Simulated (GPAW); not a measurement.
## TiO2 (Rutile): G0W0 on several meshes in GPAW

Aim: the GW shift of TiO2 (Rutile) against the k mesh.

Method: LDA and many-body steps on it, plane waves, in GPAW 26.7.0.

Report form: the programs' logs are mostly left out.

## (1) Set-up

It takes space group P4_2/mnm (No. 136, tetragonal). The conventional cell has a = 4.592 Å, b = 4.592 Å, c = 2.957 Å, α = 90.00°, β = 90.00°, γ = 90.00°. Nearest to Ti lie 6 O at 1.95 to 1.98 Å. Nearest to O lie 3 Ti at 1.95 to 1.98 Å. Farther neighbours and most contacts between anions are not listed.

Structure file:

```
Ti O
1.0
     4.59220    0.00000    0.00000
     0.00000    4.59220    0.00000
     0.00000    0.00000    2.95740
Ti O
2 4
Direct
  0.00000 0.00000 0.00000
  0.50000 0.50000 0.50000
  0.30496 0.30496 0.00000
  0.19504 0.80496 0.50000
  0.69504 0.69504 0.00000
  0.80496 0.19504 0.50000
```

The cell and positions come from the Crystallography Open Database and are kept as given unless a step says otherwise.

## (2) Empty states on the mesh, 4×4×6 mesh, 410 bands

This step: GPAW 26.7.0; DFT, LDA, plane waves, PAW.

The sums over transitions need many empty states on a uniform mesh; this step solves for them.

The input, run.py:

```python
import json
import numpy as np
from gpaw.mpi import world
from gpaw import GPAW

calc = GPAW('gs.gpw').fixed_density(kpts={'size': (4, 4, 6), 'gamma': True},
    parallel={'domain': 1, 'band': 1},
    txt='nscf.txt')
calc.diagonalize_full_hamiltonian(nbands=410)
calc.write('full.gpw', mode='all')
res = {}
kpts = calc.get_ibz_k_points()
res['kpts'] = kpts
res['eigenvalues'] = [calc.get_eigenvalues(kpt=k) for k in range(len(kpts))]
res['n_electrons'] = calc.get_number_of_electrons()

if world.rank == 0:
    with open('result.json', 'w') as f:
        json.dump(res, f, default=lambda x: x.tolist())
```

Started as:

```bash
$ mpirun -n 4 gpaw python run.py
```

It took 42 s on 4 MPI ranks of AMD EPYC 9R14 (Zen 4), shared host; peak memory 2.5 GiB; 2.8 min of CPU time.

This step gave:

```yaml
gap: 1.823 eV
k_of_the_valence_top: 0, 0, 0
k_of_the_conduction_bottom: 0, 0, 0
least_direct_gap: 1.823 eV
k_points_computed: 28
lowest_point_of_the_top_converged_band_above_the_valence_top: 181.7620 eV
```

On this mesh the gap is 1.823 eV.

## (3) 4×4×6

G0W0 replaces the xc potential by the self-energy, built once from these orbitals. Only a window of levels is corrected, while the sums run over the empty bands that the input names.

This step: G0W0 on LDA, plane waves, PAW.

The input, run.py:

```python
import json
import numpy as np
from gpaw.mpi import world
from gpaw.response.g0w0 import G0W0

gw = G0W0('full.gpw',
    filename='gw',
    kpts=[0],
    bands=(22, 26),
    ecut=120,
    nbands=186,
    integrate_gamma='WS',
    ppa=True)
gw.calculate()
res = {mode: {k: v for k, v in r.items() if k != 'sigma_eskwn'}
       for mode, r in gw.all_results.items()}

if world.rank == 0:
    with open('result.json', 'w') as f:
        json.dump(res, f, default=lambda x: x.tolist())
```

Started as:

```bash
$ mpirun -n 4 gpaw python run.py
```

The job ended after 4.6 min (4 MPI ranks; peak memory 2.1 GiB; 18 min of CPU time).

Numbers from this step:

- G0W0 gap on the points computed: 3.698 eV
- least direct G0W0 gap on the computed points: 3.698 eV
- Z at the valence top: 0.7548
- Z at the conduction bottom: 0.7636
- starting gap on the mesh: 1.823 eV
- k of the valence top: 0, 0, 0
- k of the conduction bottom: 0, 0, 0

The gap on the mesh goes from 1.82 eV to 3.70 eV, a correction of +1.88 eV.

## (4) Empty states on the mesh, 4×4×4 mesh, 196 bands

This step: DFT, LDA, plane waves, PAW.

The input, run.py:

```python
import json
import numpy as np
from gpaw.mpi import world
from gpaw import GPAW

calc = GPAW('gs.gpw').fixed_density(kpts={'size': (4, 4, 4), 'gamma': True},
    parallel={'domain': 1, 'band': 1},
    txt='nscf.txt')
calc.diagonalize_full_hamiltonian(nbands=196)
calc.write('full.gpw', mode='all')
res = {}
kpts = calc.get_ibz_k_points()
res['kpts'] = kpts
res['eigenvalues'] = [calc.get_eigenvalues(kpt=k) for k in range(len(kpts))]
res['n_electrons'] = calc.get_number_of_electrons()

if world.rank == 0:
    with open('result.json', 'w') as f:
        json.dump(res, f, default=lambda x: x.tolist())
```

Started as:

```bash
$ mpirun -n 4 gpaw python run.py
```

Run time: 33 s. Hardware: 4 MPI ranks; peak memory 2.3 GiB; 2.2 min of CPU time.

Numbers from this step:

```
gap                                                           : 1.823 eV
k of the valence top                                          : 0, 0, 0
k of the conduction bottom                                    : 0, 0, 0
least direct gap                                              : 1.823 eV
k points computed                                             : 21
lowest point of the top converged band, above the valence top : 100.9468 eV
```

On this mesh the gap is 1.823 eV.

## (5) 4×4×4

This step: G0W0 on LDA, plane waves, PAW.

The input, run.py:

```python
import json
import numpy as np
from gpaw.mpi import world
from gpaw.response.g0w0 import G0W0

gw = G0W0('full.gpw',
    filename='gw',
    kpts=[0],
    bands=(22, 26),
    ecut=120,
    nbands=186,
    integrate_gamma='WS',
    ppa=True)
gw.calculate()
res = {mode: {k: v for k, v in r.items() if k != 'sigma_eskwn'}
       for mode, r in gw.all_results.items()}

if world.rank == 0:
    with open('result.json', 'w') as f:
        json.dump(res, f, default=lambda x: x.tolist())
```

Started as:

```bash
$ mpirun -n 4 gpaw python run.py
```

The job ended after 2.6 min (4 MPI ranks; peak memory 1.6 GiB).

This step gave:

```
G0W0 gap on the points computed              : 3.711 eV
least direct G0W0 gap on the computed points : 3.711 eV
Z at the valence top                         : 0.7545
Z at the conduction bottom                   : 0.7642
starting gap on the mesh                     : 1.823 eV
k of the valence top                         : 0, 0, 0
k of the conduction bottom                   : 0, 0, 0
```

Against G0W0 in GPAW (4×4×6 mesh, 186 bands, screening to 120 eV, Godby-Needs plasmon pole), the gap moves by +0.013 eV.

## (6) Side by side

Times are wall times on 4 MPI ranks of AMD EPYC 9R14 (Zen 4), shared host, good to a factor of about two.

```tsv
run	mesh	bands	screening cutoff (eV)	DFT gap (eV)	gap on the mesh (eV)	direct (eV)	time
4×4×6	4×4×6	186	120	1.823	3.698	3.698	4.6 min
4×4×4	4×4×4	186	120	1.823	3.711	3.711	2.6 min
```

## (7) Results

```
4×4×6        : 3.698 eV
4×4×4        : 3.711 eV
known limits : not at the basis limit; coarse k mesh
```

**Reading.** 4×4×4: +0.013 eV against 4×4×6. Bands and cutoff are finite, so the gap is not at the basis limit. The miss can reach some tenths of an eV and take either sign; the mesh is an error of its own. These stock PAW sets were not made for GW. In the G0W0 runs levels were corrected at 1 k point alone, so a gap called «on the mesh» is the least over those, and an edge elsewhere would be missed.

[Paths, hosts, dates, memory and timing lines, banners, echoed tables and standing remarks are left out of the program output.]

[Logs are printed without paths, hosts, clocks, repeated set-up lines and the standing remarks that a program may print on its own settings, such as how far it seeks lower states.]

[Runs of the session that timed out or met a known fault of the program may be left out.]

[Hosts, paths, dates, database ids (printed as entryN), source tags and the programs' standing remarks are cut or masked in the printed files.]
